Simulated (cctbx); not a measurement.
**Diagnosing a refinement**

Cell a = 24.1000 Å, b = 24.1000 Å, c = 4.2960 Å, α = 90.00°, β = 90.00°, γ = 120.00°; space group R3m (no. 160).

Simulated single-crystal data (cctbx): Cu Kα, λ = 1.54184 Å, to d = 0.83 Å, 70 % of the full sphere, strongest reflection 40000 counts, noise from counting, a 3 % proportional error and a noise floor of 2 counts (s.d.); no absorption, and some extinction, which the refinements don't model.

An anisotropic refinement with weights 1/σ² prints:

```text
Rint 0.024, 942 unique reflections to 0.83 A
cycle     R1     wR2    GooF  max shift (A)
   1  0.0271  0.0771   3.757   0.00250
   2  0.0116  0.0299   1.459   0.00046
final R1 0.0116 wR2 0.0299 GooF 1.459  parameters 48  data/parameter 19.6
atom        x        y        z      Ueq    occ   su(xyz)  su(Uiso or U11)
Ta1    0.00000  0.00000  0.30470   0.0062  1.000  0.00002  0.0001
Rb1    0.44388  0.72194  0.66657   0.0163  1.000  0.00007  0.0002
S1     0.60149  0.80074  0.39632   0.0179  1.000  0.00022  0.0005
S2     0.50597  0.88114  0.25621   0.0162  1.000  0.00015  0.0003
S3     0.57518  0.95937  0.05605   0.0129  1.000  0.00015  0.0003
S4     0.81512  0.90756  0.35320   0.0126  1.000  0.00020  0.0004
S5     0.58256  0.03262  0.30418   0.0161  1.000  0.00015  0.0004
difference map: max 0.32 min -0.62 rms 0.07
Q1    0.0000  0.0000  0.4535    3    0.32  0.64 A from Ta1
Q2    0.1731  0.3462  0.2175    9    0.21  1.34 A from S1
Q3    0.1579  0.3609  0.0098   18    0.19  1.92 A from S1
Q4    0.2013  0.1006  0.9877    9    0.19  1.78 A from S1
Q5    0.0000  0.0000  0.1604    3    0.19  0.62 A from Ta1
Q6    0.1066  0.0153  0.6197   18    0.18  1.87 A from Rb1
```

Q: Accept it or mend it, and why?

Mend it. The fault: wrong element: Rb1 is Br. Against the right model at the same level, R1 goes from 0.0087 to 0.0116 and GooF from 1.00 to 1.46. Rb1 has 2 electrons too many and its U swells to shed them, as expected (near an absorption edge f′ can widen the mismatch well beyond the difference in Z). The signs are weak, and the output alone doesn't single this fault out.

The compound is TaS24Br3. The right model at the same level gives:

```text
Rint 0.024, 942 unique reflections to 0.83 A
cycle     R1     wR2    GooF  max shift (A)
   1  0.0187  0.0543   2.646   0.00242
   2  0.0087  0.0205   1.001   0.00023
final R1 0.0087 wR2 0.0205 GooF 1.001  parameters 48  data/parameter 19.6
atom        x        y        z      Ueq    occ   su(xyz)  su(Uiso or U11)
Ta1    0.00000  0.00000  0.30470   0.0069  1.000  0.00002  0.0001
Br1    0.44390  0.72195  0.66655   0.0131  1.000  0.00005  0.0001
S1     0.60156  0.80078  0.39659   0.0185  1.000  0.00015  0.0003
S2     0.50598  0.88112  0.25629   0.0170  1.000  0.00010  0.0002
S3     0.57518  0.95935  0.05605   0.0135  1.000  0.00010  0.0002
S4     0.81511  0.90756  0.35324   0.0132  1.000  0.00014  0.0003
S5     0.58255  0.03262  0.30405   0.0168  1.000  0.00010  0.0002
Flack x: 0.002(3)
Hooft y: 0.001(5)  Bijvoet pairs: 463
difference map: max 0.18 min -0.37 rms 0.05
Q1    0.0000  0.0000  0.4908    3    0.19  0.80 A from Ta1
Q2    0.1081  0.0123  0.6130   18    0.16  1.94 A from Br1
Q3    0.0525  0.1633  0.6929   18    0.15  1.45 A from S2
Q4    0.0401  0.0801  0.6852    9    0.15  2.34 A from Ta1
Q5    0.0702  0.0184  0.7150   18    0.15  1.54 A from Br1
Q6    0.1374  0.3491  0.0225   18    0.14  1.83 A from S5
```

The model was made for the exercise: a known structure type with other elements put in, its volume estimated, not relaxed; displacement parameters are assumed.

[Middle refinement cycles are left out of these outputs.]

[Logs are printed without paths, hosts, clocks, repeated set-up lines and the standing remarks that a program may print on its own settings, such as how far it seeks lower states.]
